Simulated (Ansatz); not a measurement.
# From HSE06 to G0W0: LaGaO3 (Pnma), part 2 of 2

Wanted: the gap of LaGaO3 (Pnma) with a many-body correction, and the time that it takes.

Ansatz 0.2.0; HSE06, then G0W0 on it, plane waves, PAW. Known limits of the many-body steps: finite bands, screening cutoff and k mesh; no spin-orbit coupling in G0W0; d shells not analysed.

So far. Step 2 (The starting point: HSE06): Over mesh and listed points the gap is 5.535 eV, from k = (0.500, 0.000, 0.500) to k = Γ. The least direct gap found is 5.606 eV, at k = Γ. Step 3 (One-shot GW): Over all 18 irreducible mesh points the G0W0 gap is 6.331 eV, from k = (-0.500, 0.000, -0.500) to k = Γ. The HSE06 gap of this run on the mesh is 5.557 eV. The two states that bound the G0W0 gap lie that far apart at the start, so the correction of the gap is 6.331 − 5.557 = +0.774 eV.

In doubt: masses and optical values from hybrid runs of this build are listed as unsure (step 3), which bears on the screening that GW takes from such a start.

## Step 4: Spin-orbit coupling in HSE06

This run has two-component orbitals with spin-orbit coupling.

This step: DFT, HSE06 with spin-orbit coupling, plane waves, PAW.

File input.yaml:

```yaml
crystal:
  lattice:
    - [5.48589, 0.0, 0.0]
    - [0.0, 7.76421, 0.0]
    - [0.0, 0.0, 5.51395]
  atoms:
    - { symbol: La, position: [0.98, 0.25, 0.005] }
    - { symbol: La, position: [0.02, 0.75, 0.995] }
    - { symbol: La, position: [0.52, 0.75, 0.505] }
    - { symbol: La, position: [0.48, 0.25, 0.495] }
    - { symbol: Ga, position: [0.0, 0.0, 0.5] }
    - { symbol: Ga, position: [0.0, 0.5, 0.5] }
    - { symbol: Ga, position: [0.5, 0.0, 0.0] }
    - { symbol: Ga, position: [0.5, 0.5, 0.0] }
    - { symbol: O, position: [0.513, 0.25, 0.929] }
    - { symbol: O, position: [0.487, 0.75, 0.071] }
    - { symbol: O, position: [0.987, 0.75, 0.429] }
    - { symbol: O, position: [0.013, 0.25, 0.571] }
    - { symbol: O, position: [0.723, 0.0367, 0.281] }
    - { symbol: O, position: [0.277, 0.5367, 0.719] }
    - { symbol: O, position: [0.777, 0.9633, 0.781] }
    - { symbol: O, position: [0.223, 0.4633, 0.219] }
    - { symbol: O, position: [0.277, 0.9633, 0.719] }
    - { symbol: O, position: [0.723, 0.4633, 0.281] }
    - { symbol: O, position: [0.223, 0.0367, 0.219] }
    - { symbol: O, position: [0.777, 0.5367, 0.781] }
kpoints:
  mp_grid: { grid: [4, 2, 4] }
  band_path:
    path:
      - [0.0, 0.0, 0.0]
      - [0.5, 0.0, 0.0]
      - [0.5, 0.5, 0.0]
      - [0.0, 0.5, 0.0]
      - [0.0, 0.0, 0.5]
      - [0.5, 0.0, 0.5]
      - [0.5, 0.5, 0.5]
      - [0.0, 0.5, 0.5]
    npoints: 1
hamiltonian:
  xc: hse06
scf:
  occupations: { method: fixed }
  n_extra_bands: 20
magnetization:
  noncollinear: true
  spin_orbit: true
output:
  eigenvalues: true
```

On the command line:

```sh
$ ansatz run input.yaml --threads 16 --pin off --max-ram 92160MiB --backend cuda --events-out ev --progress --plain --runs-dir out --devices 1 --max-vram 157GiB
```

Numbers of over 12 decimals in the logs are rounded to 6 here.

The program printed:

```text
[...]
GPUs: using 1 of 1 available (devices: 1).
[...]
non-collinear run that drives no moment, with spin-orbit: no starting moment large enough to seed its density (crystal.atoms[].spin), no starting occupations that ask for one, no magnetisation constraint and no magnetic field, so the semilocal B_xc is pinned to zero
[...]
Crystal: 20 atoms, lattice volume = 234.859 Å³
Basis set: ecut = 420 eV, 4557 PW (Γ)
Bands: 188, of which v1, the nominal top of the filled ones, is band 168 counted from 1 (167 counted from 0)
Symmetry: 8 space group operations + 8 with time reversal
[...]
k-points: 18 of 32
Projection manifold: j_resolved (fully-relativistic pseudo-atomic orbitals)
[...]
SCF iter   1: F=—  HF=-46987.456475 eV  |F-HF|=—  |Δ(HF+E_count)|=         —  Δρ=7.07e-2  dr2=8.40e0  dr2_m=0.00e0 (ungated)  ethr=1.00e-1  |M|=0.00e0 ∫|m|=0.00e0 μB  |m|>n=0.0e0 m-floor=0.0e0 τ_xc=0.0e0  β_m=0.30  ⟨swp⟩=3.0  Hψ=14755  notcnv=0
[...]
SCF iter   2: F=—  HF=-46986.546216 eV  |F-HF|=—  |Δ(HF+E_count)|=   9.10e-1  Δρ=4.40e-2  dr2=2.23e0  dr2_m=0.00e0 (ungated)  ethr=5.00e-3  |M|=0.00e0 ∫|m|=0.00e0 μB  |m|>n=0.0e0 m-floor=0.0e0 τ_xc=0.0e0  β_m=0.44  ⟨swp⟩=5.4  Hψ=9528  notcnv=0
[...]
hybrid outer 1: dexx = +1.393e-1 eV, tail = 8.16e-4 eV
[...]
SCF 3 converged in 5 iterations: F = -46975.410763 eV  dr2 = 7.81e-8
[...]
```

Wall time 2.3 min (1 × NVIDIA GB200 with 16 threads of Arm Neoverse V2, shared host); peak memory 7.6 GiB; 22 min of CPU time.

Numbers from this step:

| Property | Result |
| --- | --- |
| gap | 5.534 eV |
| valence top at | U |
| conduction bottom at | Γ |
| least direct gap | 5.605 eV |
| exact-exchange fraction | 0.25 |

Over mesh and listed points the gap is 5.534 eV, from k = (0.500, 0.000, 0.500) to k = Γ. The least direct gap found is 5.605 eV, at k = Γ. HSE06+SOC against HSE06: 5.534 − 5.535 = −0.001 eV, with the same mesh, set of files (read in its fully relativistic form for the spin-orbit run) and cutoff, and both edges at the same k points. The spin-orbit run sees mesh and listed points alone, so its gap is an upper bound: the coupling can move an edge off these points, and the change over the zone, its sign included where it is small, is not known.

## Step 5: The runs together

Each gap is the least one over the points named; times are wall times on shared hosts, not benchmarks. A G0W0 time includes the run's own self-consistent start. Runs with listed points see these and the mesh alone, so an edge that moves elsewhere is missed. Symmetry makes (0.500, 0.000, 0.500) and (-0.500, 0.000, -0.500) one point.

```csv
level,mesh,"files, cutoff","bands summed, screening",points,gap (eV),valence top,conduction bottom,least direct gap (eV),time
HSE06,4×2×4,"soft_2 PAW, 420 eV",-,mesh and listed points,5.535,"(0.500, 0.000, 0.500)",Γ,5.606,25 s
HSE06+SOC,4×2×4,"soft_2 PAW, 420 eV",-,mesh and listed points,5.534,"(0.500, 0.000, 0.500)",Γ,5.605,2.3 min
G0W0@HSE06,4×2×4,"hard PAW, 1020 eV","1608, 200 eV",all 18 irreducible mesh points,6.331,"(-0.500, 0.000, -0.500)",Γ,6.396,13 min
```

## Step 6: What came out

| Property | Result |
| --- | --- |
| HSE06 gap over mesh and listed points | 5.535 eV, from k = (0.500, 0.000, 0.500) to k = Γ |
| G0W0@HSE06 gap over all 18 irreducible mesh points | 6.331 eV, from k = (-0.500, 0.000, -0.500) to k = Γ |
| HSE06+SOC gap over mesh and listed points | 5.534 eV |
| GW settings | 4×2×4 mesh, 1508 empty bands, screening to 200 eV, hard PAW files |
| known limits | finite bands, screening cutoff and k mesh; no spin-orbit coupling in G0W0; d shells not analysed |

What this shows: Over all 18 irreducible mesh points the G0W0 gap is 6.331 eV, from k = (-0.500, 0.000, -0.500) to k = Γ. The HSE06 gap of this run on the mesh is 5.557 eV. The two states that bound the G0W0 gap lie that far apart at the start, so the correction of the gap is 6.331 − 5.557 = +0.774 eV. The valence state moves by 10.559 − 10.750 = −0.191 eV and the conduction state by 16.890 − 16.306 = +0.584 eV, on the run's own scale; how far single levels stand from their limit in bands is not shown. Both edges that HSE06 shows over mesh and listed points lie at k points where levels were corrected. Levels at other points were not corrected, so a lower G0W0 gap elsewhere in the zone is not ruled out. No second run with other bands and screening cutoff is shown, so the distance to the basis limit is not known. On another start, G0W0@LDA runs of this series (4×2×4 mesh, hard PAW; not shown as steps) give 5.394 eV with 801 bands and 120 eV, 5.446 eV with 1608 bands and 200 eV and 5.484 eV with 3010 bands and 310 eV. G0W0 on other starts in this series, not shown as steps and not all at these settings: 5.446 eV on LDA (4×2×4, hard PAW, 1608 bands, 200 eV). HSE06+SOC against HSE06: 5.534 − 5.535 = −0.001 eV, with the same mesh, set of files (read in its fully relativistic form for the spin-orbit run) and cutoff, and both edges at the same k points. The spin-orbit run sees mesh and listed points alone, so its gap is an upper bound: the coupling can move an edge off these points, and the change over the zone, its sign included where it is small, is not known. What spin-orbit coupling does to the G0W0 levels was not computed, so no sum with the G0W0 gap is formed. The G0W0 runs are scalar-relativistic. One-shot GW is known to converge slowly in bands for compounds with shallow d shells. The cell holds Ga; the filling of the d shell and its place against the gap were not analysed here. The cell holds La; where the f levels lie against the gap was not analysed here. No pair of G0W0 runs that differ in the mesh alone is shown (4×2×4 is a supercell whose nearest images lie 16 Å apart), so the error from the mesh is not known here. G0W0 is shown with one set of atomic data (hard PAW), so the error from the files is not known here.

[Paths, hosts, dates, memory and timing lines, banners, echoed tables and standing remarks are left out of the program output.]

[Logs are printed without paths, hosts, clocks, repeated set-up lines and the standing remarks that a program may print on its own settings, such as how far it seeks lower states.]

[Runs of the session that timed out or met a known fault of the program may be left out.]

[Cells called generated may have been cut or substituted from an entry of the Crystallography Open Database or the Materials Project.]

[Hosts, paths, dates, database ids (printed as entryN), source tags and the programs' standing remarks are cut or masked in the printed files.]

[Where an RPA ε∞ is given, it is that of the G0W0 mesh and is not shown converged in it. Names of k-points follow the symmetry that the program found, which can be lower than the space group named. Band edges on a path are those of the sampled points; other points can move an edge, and change direct to indirect where valleys lie close.]

[Hybrid gaps are those of their k-mesh and are not shown converged in it.]
